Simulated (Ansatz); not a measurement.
# SiSn2 (model cell, started as cuprite): following an unstable mode

Which phase does SiSn2 (model cell, started as cuprite) fall into along its unstable mode, and how much energy does it gain?

Calculated with Ansatz 0.2.0; DFT PBEsol, scalar-relativistic, plane waves, PAW.

Most raw output is cut from this account.

The structure was built from a prototype and need not be the compound's stable phase.

## 1. The structure

The structure is cubic, space group Pn-3m (No. 224). The conventional cell has a = 5.767 Å, b = 5.767 Å, c = 5.767 Å, α = 90.00°, β = 90.00°, γ = 90.00°. Nearest to Si lie 4 Sn at 2.50 Å. Sn has 2 Si at 2.50 Å nearest. Farther neighbours are not listed.

As a file:

```cif
data_structure
_symmetry_space_group_name_H-M 'P 1'
_symmetry_Int_Tables_number 1
_cell_length_a 5.7670
_cell_length_b 5.7670
_cell_length_c 5.7670
_cell_angle_alpha 90.000
_cell_angle_beta 90.000
_cell_angle_gamma 90.000
_cell_volume 191.80
loop_
_atom_site_label
_atom_site_type_symbol
_atom_site_fract_x
_atom_site_fract_y
_atom_site_fract_z
_atom_site_occupancy
Si1 Si 0.00000 0.00000 0.00000 1
Si2 Si 0.50000 0.50000 0.50000 1
Sn3 Sn 0.25000 0.25000 0.25000 1
Sn4 Sn 0.75000 0.75000 0.25000 1
Sn5 Sn 0.75000 0.25000 0.75000 1
Sn6 Sn 0.25000 0.75000 0.75000 1
```

## 2. Response at finite wavevector

The cell comes from relaxations at this level that are not shown. Stability and thermal properties need the whole zone. Linear response on a 2×2×2 q mesh gives force constants as far as a supercell of that size would.

Contents of input.yaml:

```yaml
crystal:
  lattice:
    - [5.7670116997, 0.0, 0.0]
    - [0.0, 5.7670116997, 0.0]
    - [0.0, 0.0, 5.7670116997]
  atoms:
    - { symbol: Si, position: [0.0, 0.0, 0.0] }
    - { symbol: Si, position: [0.5, 0.5, 0.5] }
    - { symbol: Sn, position: [0.25, 0.25, 0.25] }
    - { symbol: Sn, position: [0.75, 0.75, 0.25] }
    - { symbol: Sn, position: [0.75, 0.25, 0.75] }
    - { symbol: Sn, position: [0.25, 0.75, 0.75] }
kpoints:
  mp_grid: { grid: [6, 6, 6] }
hamiltonian:
  xc: pbesol
scf:
  occupations: { method: methfessel_paxton, width: 0.2 }
output:
  eigenvalues: true
phonons:
  method: dfpt
  qmesh: [2, 2, 2]
  temperatures: { t_max: 1000, t_step: 50 }
  qpath:
    path:
      - [[0.0, 0.0, 0.0], [0.0, 0.5, 0.0], [0.5, 0.5, 0.0], [0.0, 0.0, 0.0], [0.5, 0.5, 0.5], [0.0, 0.5, 0.0]]
      - [[0.5, 0.5, 0.5], [0.5, 0.5, 0.0]]
    npoints: 10
```

Launch:

```bash
> ansatz run input.yaml --threads 8 --pin off --max-ram 14336MiB --backend cpu --events-out ev --progress --plain --runs-dir out
```

The job ended after 1.9 min (8 threads of Arm Neoverse V2, shared host; peak memory 2.5 GiB; 14 min of CPU time).

Numbers from this step:

```yaml
volume_per_atom: 31.97 Å³
gap_on_the_k_mesh: 0 eV
sum_rule_residual_before_enforcement: 1.85e-5 eV/Å²
lowest_frequency_on_the_path: -107.7 cm⁻¹
point_group: m-3m
highest_frequency_on_the_path_or_at_a_solved_wavevector: 363.1 cm⁻¹
highest_optical_mode_at_the_zone_centre_no_lo_to_term: 354.9 cm⁻¹
lowest_optical_zone_centre_mode: -88.44 cm⁻¹
lowest_mode_on_the_q_mesh_acoustic_modes_at_gamma_apart: -107.7 cm⁻¹
```

Frequencies (cm⁻¹) solved at each irreducible wavevector; negative means imaginary. Frequencies by wavevector, by row:

| q in reciprocal lattice units | star | mode 1 | mode 2 | mode 3 | mode 4 | mode 16 | mode 17 | mode 18 |
| --- | --- | --- | --- | --- | --- | --- | --- | --- |
| 0 0 0 | 1 | -88.4 | -88.4 | -88.4 | -87.1 | 354.9 | 354.9 | 354.9 |
| 0 0 -0.5 | 3 | -85.8 | -85.8 | -77.6 | -77.6 | 324.8 | 362.8 | 362.8 |
| 0 -0.5 -0.5 | 3 | -91.9 | -91.9 | -83 | -83 | 320.5 | 359.7 | 359.7 |
| -0.5 -0.5 -0.5 | 1 | -107.7 | -107.7 | -107.7 | -65.7 | 353 | 353 | 353 |

Interpolated from a 2×2×2 q mesh. The phonon branches at the labelled points (cm⁻¹):

| point | branch 1 | branch 2 | branch 3 | branch 4 | branch 15 | branch 16 | branch 17 | branch 18 |
| --- | --- | --- | --- | --- | --- | --- | --- | --- |
| Γ | -88 | -88 | -88 | -87 | 269 | 355 | 355 | 355 |
| halfway | -88 | -84 | -83 | -83 | 292 | 347 | 359 | 359 |
| X | -86 | -86 | -78 | -78 | 325 | 325 | 363 | 363 |
| halfway | -89 | -89 | -83 | -83 | 322 | 322 | 362 | 362 |
| M | -92 | -92 | -83 | -83 | 320 | 320 | 360 | 360 |
| halfway | -88 | -87 | -86 | -84 | 299 | 342 | 359 | 361 |
| Γ | -88 | -88 | -88 | -87 | 269 | 355 | 355 | 355 |
| halfway | -96 | -96 | -80 | -77 | 291 | 348 | 358 | 358 |
| R | -108 | -108 | -108 | -66 | 278 | 353 | 353 | 353 |
| halfway | -100 | -97 | -84 | -77 | 297 | 342 | 356 | 360 |
| X | -86 | -86 | -78 | -78 | 325 | 325 | 363 | 363 |
| jump to R | -108 | -108 | -108 | -66 | 278 | 353 | 353 | 353 |
| halfway | -102 | -102 | -93 | -72 | 293 | 344 | 357 | 357 |
| M | -92 | -92 | -83 | -83 | 320 | 320 | 360 | 360 |

Symmetry leaves 4 wavevectors to solve. The lowest mode among them, the acoustic zeros apart, lies at q = (-0.5, -0.5, -0.5) and is imaginary, 107.7i cm⁻¹, so the energy falls along it.

## 3. The mode frozen in, largest atomic shift 0 Å

The mode followed lies at q = (-0.5, -0.5, -0.5) with frequency 107.7i cm⁻¹ and is 3-fold degenerate, the softest among the wavevectors solved. At small amplitude the distorted cell has space group no. 166 by a symmetry search on the positions. The undistorted cell that holds it gives the zero of energy on the same k mesh.

System of this step: SiSn2 (model cell, started as cuprite). The structure is cubic, space group Pn-3m (No. 224). The conventional cell has a = 5.767 Å, b = 5.767 Å, c = 5.767 Å, α = 90.00°, β = 90.00°, γ = 90.00°. Nearest to Si lie 4 Sn at 2.50 Å. Nearest to Sn lie 2 Si at 2.50 Å. Farther neighbours are not listed.

Contents of input.yaml:

```yaml
crystal:
  lattice:
    - [5.7670116997, 5.7670116997, 0.0]
    - [5.7670116997, 0.0, 5.7670116997]
    - [5.7670116997, 0.0, -5.7670116997]
  atoms:
    - { symbol: Si, position: [0.0, 0.0, 0.0] }
    - { symbol: Si, position: [0.0, 0.5, 0.5] }
    - { symbol: Si, position: [0.5, 0.25, 0.75] }
    - { symbol: Si, position: [0.5, 0.75, 0.25] }
    - { symbol: Sn, position: [0.25, 0.125, 0.875] }
    - { symbol: Sn, position: [0.25, 0.625, 0.375] }
    - { symbol: Sn, position: [0.75, 0.125, 0.875] }
    - { symbol: Sn, position: [0.75, 0.625, 0.375] }
    - { symbol: Sn, position: [0.25, 0.625, 0.875] }
    - { symbol: Sn, position: [0.25, 0.125, 0.375] }
    - { symbol: Sn, position: [0.75, 0.125, 0.375] }
    - { symbol: Sn, position: [0.75, 0.625, 0.875] }
kpoints:
  mp_grid: { grid: [6, 6, 6] }
hamiltonian:
  xc: pbesol
scf:
  occupations: { method: methfessel_paxton, width: 0.2 }
output:
  forces: true
  stress: true
  eigenvalues: true
```

Run time: 3.5 s. Hardware: 8 threads; peak memory 1.7 GiB.

This step gave:

```yaml
pressure: 0.01579 GPa
energy_from_the_undistorted_cell: 0 meV/atom
```

The run ends at a pressure of 0.02 GPa.

## 4. The mode frozen in, largest atomic shift 0.6 Å

The atoms are moved along the unstable eigenvector, the largest shift by 0.6 Å, with the cell fixed.

Contents of input.yaml:

```yaml
crystal:
  lattice:
    - [5.7670116997, 5.7670116997, 0.0]
    - [5.7670116997, 0.0, 5.7670116997]
    - [5.7670116997, 0.0, -5.7670116997]
  atoms:
    - { symbol: Si, position: [0.0592601186, -0.0296300593, 0.0296300593] }
    - { symbol: Si, position: [-0.0592601186, 0.5296300593, 0.4703699407] }
    - { symbol: Si, position: [0.5592601186, 0.2203699407, 0.7796300593] }
    - { symbol: Si, position: [0.4407398814, 0.7796300593, 0.2203699407] }
    - { symbol: Sn, position: [0.2224020908, 0.1732209398, 0.8267790602] }
    - { symbol: Sn, position: [0.2775979092, 0.5767790602, 0.4232209398] }
    - { symbol: Sn, position: [0.7912460611, 0.1043769695, 0.8956230305] }
    - { symbol: Sn, position: [0.7087539389, 0.6456230305, 0.3543769695] }
    - { symbol: Sn, position: [0.2224020908, 0.6043769695, 0.8267790602] }
    - { symbol: Sn, position: [0.2775979092, 0.1456230305, 0.4232209398] }
    - { symbol: Sn, position: [0.6535581205, 0.1732209398, 0.3956230305] }
    - { symbol: Sn, position: [0.8464418795, 0.5767790602, 0.8543769695] }
kpoints:
  mp_grid: { grid: [6, 6, 6] }
hamiltonian:
  xc: pbesol
scf:
  occupations: { method: methfessel_paxton, width: 0.2 }
output:
  forces: true
  stress: true
  eigenvalues: true
```

The job ended after 7.6 s (8 threads; peak memory 2 GiB).

This step gave:

```
pressure                         : -1.834 GPa
energy from the undistorted cell : -194.2 meV/atom
```

The energy, extrapolated to zero smearing, is -194.25 meV/atom against the undistorted cell.

The run ends at a pressure of -1.83 GPa, with forces up to 3.1 eV/Å.

## 5. Energy along the mode, all amplitudes (two of the runs are shown above)

An imaginary frequency means negative curvature, so the energy should fall and then rise again as anharmonic terms take over.

This step gave:

```
depth at the lowest point sampled  : 194.2 meV/atom
largest atomic shift at that point : 0.6 Å
```

The energy from the parent by largest atomic shift:

| largest atomic shift (Å) | energy from the parent (meV/atom) |
| --- | --- |
| 0.000 | 0 |
| 0.040 | -3.03 |
| 0.080 | -11.7 |
| 0.140 | -33.8 |
| 0.220 | -75.2 |
| 0.320 | -134 |
| 0.450 | -192 |
| 0.600 | -194 |

Displacement at unit largest shift by atom:

| atom | x (Å) | y (Å) | z (Å) | size |
| --- | --- | --- | --- | --- |
| Si1 | 0.570 | 0.570 | -0.570 | 0.987 |
| Si2 | -0.570 | -0.570 | 0.570 | 0.987 |
| Si3 | 0.570 | 0.570 | -0.570 | 0.987 |
| Si4 | -0.570 | -0.570 | 0.570 | 0.987 |
| Sn5 | -0.265 | -0.265 | 0.927 | 1.000 |
| Sn6 | 0.265 | 0.265 | -0.927 | 1.000 |
| Sn7 | 0.396 | 0.396 | -0.396 | 0.686 |
| Sn8 | -0.396 | -0.396 | 0.396 | 0.686 |
| Sn9 | -0.927 | -0.265 | 0.265 | 1.000 |
| Sn10 | 0.927 | 0.265 | -0.265 | 1.000 |
| Sn11 | -0.265 | -0.927 | 0.265 | 1.000 |
| Sn12 | 0.265 | 0.927 | -0.265 | 1.000 |

The lowest of the steps tried is the last one, at 0.6 Å, 194 meV/atom below the parent; the bottom of the well need not coincide with a step.

## 6. Relaxation from the frozen mode

Starting from the lowest point found, all atoms and the cell are let go, so that strain and other modes of the same symmetry can join in.

input.yaml, as its differences from that of step 4:

```diff
@@ -28 +28,10 @@
   eigenvalues: true
+  write_density: true
+  write_potential: true
+  elf: true
+  volumetric_format: npy
+relax:
+  adjacent_minimum: "off"
+  f_tol: 0.002
+  max_steps: 120
+  cell: { stress_tol: 0.03 }
```

It took 100 s on 8 threads; peak memory 2 GiB.

Step by step:

| step | energy less that of the first step (eV) | largest force component (eV/Å) | pressure (GPa) | volume (Å³) |
| --- | --- | --- | --- | --- |
| 1 | 0.0000 | 1.7997 | -1.83 | 383.60 |
| 2 | -1.3498 | 0.8106 | 0.44 | 349.19 |
| 3 | -2.0198 | 1.0168 | 0.36 | 343.35 |
| 4 | -2.6525 | 0.7097 | 0.77 | 336.69 |
| 5 | -2.7418 | 1.5135 | 0.94 | 336.60 |
| 6 | -3.1093 | 0.3123 | -0.30 | 344.38 |
| 7 | -3.1546 | 0.0286 | -0.06 | 343.71 |
| 8 | -3.1554 | 0.0031 | 0.02 | 343.29 |
| 9 | -3.1554 | 0.0009 | 0.00 | 343.51 |
| 10* | -3.1500 | 0.0012 | -0.01 | 343.51 |

Relaxation steps marked * repeat the geometry before them on a plane-wave basis chosen anew for their cell, so energy and pressure can jump there.

Forces are held to the 12 operations that the run works with; a distortion that breaks them can't arise in this run.

| conventional cell, symmetrised | before | after | change |
| --- | --- | --- | --- |
| a (Å) | 8.156 | 7.905 | -3.1 % |
| b (Å) | 8.156 | 7.905 | -3.1 % |
| c (Å) | 19.978 | 19.041 | -4.7 % |
| volume (Å³/atom) | 31.97 | 28.63 | -10.5 % |

The atoms that moved most (Å, as changes of fractional coordinates times the final cell):

| atom | dx | dy | dz | length |
| --- | --- | --- | --- | --- |
| Si1 | 0.385 | 0.385 | -0.385 | 0.667 |
| Si4 | -0.385 | -0.385 | 0.385 | 0.667 |
| Si2 | 0.316 | 0.316 | -0.316 | 0.547 |
| Si3 | -0.316 | -0.316 | 0.316 | 0.547 |
| Sn12 | 0.204 | -0.123 | -0.204 | 0.314 |
| Sn10 | -0.123 | 0.204 | -0.204 | 0.314 |
| Sn11 | -0.204 | 0.123 | 0.204 | 0.314 |
| Sn6 | 0.204 | 0.204 | 0.123 | 0.314 |

Final coordinates:

```
Si Sn
1.0
     5.52773    5.52773    0.06224
     5.58997    0.00000    5.58997
     5.52773   -0.06224   -5.52773
Si Sn
4 8
Direct
  0.12935 0.93532 0.06468
  0.99818 0.50091 0.49909
  0.50182 0.24909 0.75091
  0.37065 0.81468 0.18532
  0.18561 0.16236 0.83764
  0.31439 0.58764 0.41236
  0.77642 0.11179 0.88821
  0.72358 0.63821 0.36179
  0.18561 0.65203 0.83764
  0.31439 0.09797 0.41236
  0.67529 0.16236 0.34797
  0.82471 0.58764 0.90203
```

Numbers from this step:

| Item | Value |
| --- | --- |
| pressure | -0.009841 GPa |
| volume per atom | 28.63 Å³ |

ELF in the ac plane of the conventional cell at fractional y = 0.000, with atoms of Si and Sn within 0.2 Å of it. It is the smooth field of the valence electrons, not physical close to the nuclei.

Ten even steps from '0' (0.02) to '9' (0.82), each cell a mean:
```
8875310000000000124788
4588643211000123357974
5676433432112343345775
2223344665434565433322
3444334542112355434443
0134322332001333234420
2344211233333321023432
9875200001111000014689
6688521000000000147876
5798643211000123357985
4454433432101243334554
0123455642001356554210
1123445542001355544311
5665433331101233345665
5698643210000112357985
7787420000000000136887
7764200011222100013677
1234311233333331123331
0134423432001333234420
4443335643212455433444
2333334554334554433333
5787543332111233346885
4588642210000112357864
9985200000000000013699
```
Columns run along a (7.9 Å), rows up along c (19.0 Å), edges of the conventional cell, whose origin can differ from the input's. Atoms in or near the plane, at fractional coordinates: Si at (0.00, 0.06), Si at (0.00, 0.63), Si at (0.00, 0.37), Si at (0.00, 0.94), Sn at (0.50, 0.78), Sn at (0.50, 0.22), Sn at (0.00, 0.24), Sn at (0.00, 0.76).

Electrostatic potential energy in the ac plane of the conventional cell at fractional y = 0.000, with atoms of Si and Sn within 0.2 Å of it. With pseudopotentials it is smooth inside the atoms' cores, unlike the true potential.

Ten even steps from '_' (-33 eV) to '@' (12 eV), each cell a mean:
```
::==##@@@@@@@@@@@@@@@@@@@@@@@@@@@@@@@@%%++--
____++%%@@@@@@@@@@@@@@@@@@@@@@@@@@@@%%##::__
++**%%%%%%%%%%%%@@@@@@@@@@@@%%%%##%%%%%%##**
@@@@@@@@%%%%%%%%@@%%####%%%%@@%%%%%%@@@@@@@@
****##%%@@@@@@%%**++##%%**++%%@@@@@@@@%%****
@@%%++##@@@@@@%%****%%@@##++##@@@@@@%%****@@
##****%%@@@@@@@@@@%%######%%@@@@@@@@@@##****
####%%@@@@@@@@@@@@@@@@@@@@@@@@@@@@@@@@@@%%##
__..++%%@@@@@@@@@@@@@@@@@@@@@@@@@@@@@@##--__
..::**%%@@@@@@@@@@@@@@@@@@@@@@@@@@@@%%##==..
%%%%@@%%%%####%%@@@@@@@@@@@@%%%%####%%%%%%%%
@@@@@@%%%%%%%%%%@@@@@@@@@@@@@@%%%%%%%%@@@@@@
@@@@@@%%%%##%%%%@@@@@@@@@@@@@@%%%%%%%%@@@@@@
##%%%%%%%%##%%%%@@@@@@@@@@@@@@%%##%%%%%%%%##
__..**%%@@@@@@@@@@@@@@@@@@@@@@@@@@@@@@##--__
..::**%%@@@@@@@@@@@@@@@@@@@@@@@@@@@@@@%%==..
##%%%%@@@@@@@@@@@@@@@@@@@@@@@@@@@@@@@@@@%%##
##****%%@@@@@@@@%%##******##@@@@@@@@@@##++##
@@%%++##@@@@@@%%****@@@@%%++##@@@@@@%%****@@
**##%%@@@@@@@@%%##**####****%%@@@@@@@@%%##**
@@@@@@@@%%%%%%%%@@@@%%%%%%@@@@%%%%%%%%@@@@@@
--++##%%%%%%%%%%@@@@@@@@@@@@@@%%%%%%%%%%**==
____++%%@@@@@@@@@@@@@@@@@@@@@@@@@@@@%%##::__
==**%%@@@@@@@@@@@@@@@@@@@@@@@@@@@@@@@@%%##++
```
Columns run along a (7.9 Å; values clipped at the 3rd and 97th percentile), rows up along c (19.0 Å), edges of the conventional cell, whose origin can differ from the input's. Atoms in or near the plane, at fractional coordinates: Si at (0.00, 0.06), Si at (0.00, 0.63), Si at (0.00, 0.37), Si at (0.00, 0.94), Sn at (0.50, 0.78), Sn at (0.50, 0.22), Sn at (0.00, 0.24), Sn at (0.00, 0.76).

Valence density in the ac plane of the conventional cell at fractional y = 0.000, with atoms of Si and Sn within 0.2 Å of it. It is the smooth field of the valence electrons, not physical close to the nuclei.

Values in units of 1e0 e/Å³, 13 rows by 16 columns, each cell a mean:
```
0.3 0.3 0.2 0.1 0.1 0.0 0.0 0.0 0.0 0.0 0.0 0.1 0.1 0.2 0.3 0.3
0.2 0.2 0.2 0.2 0.2 0.2 0.1 0.1 0.1 0.1 0.2 0.2 0.2 0.2 0.2 0.2
3.7 1.0 0.2 0.1 0.1 0.2 0.8 4.9 6.7 1.6 0.3 0.1 0.1 0.1 0.5 2.8
4.4 1.1 0.2 0.1 0.0 0.1 0.2 1.0 1.2 0.4 0.1 0.0 0.0 0.1 0.6 3.2
0.3 0.3 0.2 0.1 0.0 0.0 0.0 0.0 0.0 0.0 0.0 0.0 0.1 0.1 0.3 0.3
0.2 0.3 0.2 0.2 0.2 0.1 0.1 0.0 0.0 0.1 0.1 0.2 0.2 0.2 0.3 0.2
0.1 0.1 0.2 0.3 0.3 0.2 0.1 0.0 0.0 0.1 0.2 0.3 0.3 0.2 0.1 0.1
0.2 0.3 0.2 0.2 0.2 0.1 0.1 0.0 0.0 0.1 0.1 0.2 0.2 0.2 0.3 0.3
0.3 0.3 0.2 0.1 0.0 0.0 0.0 0.0 0.0 0.0 0.0 0.0 0.0 0.1 0.3 0.3
5.7 1.4 0.2 0.1 0.0 0.1 0.4 1.7 2.3 0.6 0.1 0.0 0.1 0.1 0.7 4.2
2.3 0.7 0.2 0.1 0.1 0.2 0.7 4.2 5.6 1.4 0.3 0.1 0.1 0.1 0.4 1.8
0.2 0.3 0.2 0.2 0.2 0.2 0.1 0.1 0.1 0.1 0.1 0.2 0.2 0.2 0.3 0.2
0.3 0.3 0.2 0.1 0.0 0.0 0.0 0.0 0.0 0.0 0.0 0.0 0.1 0.1 0.3 0.3
```
Columns run along a (7.9 Å), rows up along c (19.0 Å), edges of the conventional cell, whose origin can differ from the input's. Atoms in or near the plane, at fractional coordinates: Si at (0.00, 0.06), Si at (0.00, 0.63), Si at (0.00, 0.37), Si at (0.00, 0.94), Sn at (0.50, 0.78), Sn at (0.50, 0.22), Sn at (0.00, 0.24), Sn at (0.00, 0.76).

The distorted start has space group R-3m; the relaxation ends in R-3m.

## 7. Results

| Item | Value |
| --- | --- |
| unstable mode of the parent | q = (-0.5, -0.5, -0.5), 108i cm⁻¹ |
| depth at the lowest point sampled | 194 meV/atom |
| largest atomic shift at that point | 0.6 Å |
| space group reached (within 0.01 Å) | R-3m |
| energy gained over the parent (first relaxation, on the mesh of the frozen mode) | 457 meV/atom |
| volume per atom, phase reached | 28.6 Å³ |

In words: Along this mode the structure falls into R-3m, 457 meV/atom below the parent. At the parent's cell the well is 194.2 meV/atom deep on the steps tried, with its lowest point at a shift of 0.6 Å. That is the last step tried, so the steps alone don't bracket the bottom of the well. Relaxing atoms and cell changes the gain by +262.56 meV/atom against the lowest step (energies at zero smearing). The modes of the phase reached were not computed on this path. Of the 5 patterns followed to their end from this parent, this one ends 72.3 meV/atom above the lowest, I4_1/amd. Each path keeps the symmetry of its pattern, so a lower phase may lie along a pattern not tried. With no gap, or one that is small against the smearing, the frequencies hang on the k mesh and the smearing, most of all near Kohn anomalies. The volume moved by more than a tenth on the k mesh of the start, so the energy gain is rough. Spin-orbit coupling is left out, which can matter for the heavy elements here. The starting cell was built on a prototype and not taken from a measurement, so the phase need not exist.

[Logs are printed without paths, hosts, clocks, repeated set-up lines and the standing remarks that a program may print on its own settings, such as how far it seeks lower states.]

[Hosts, paths, dates, database ids (printed as entryN), source tags and the programs' standing remarks are cut or masked in the printed files.]
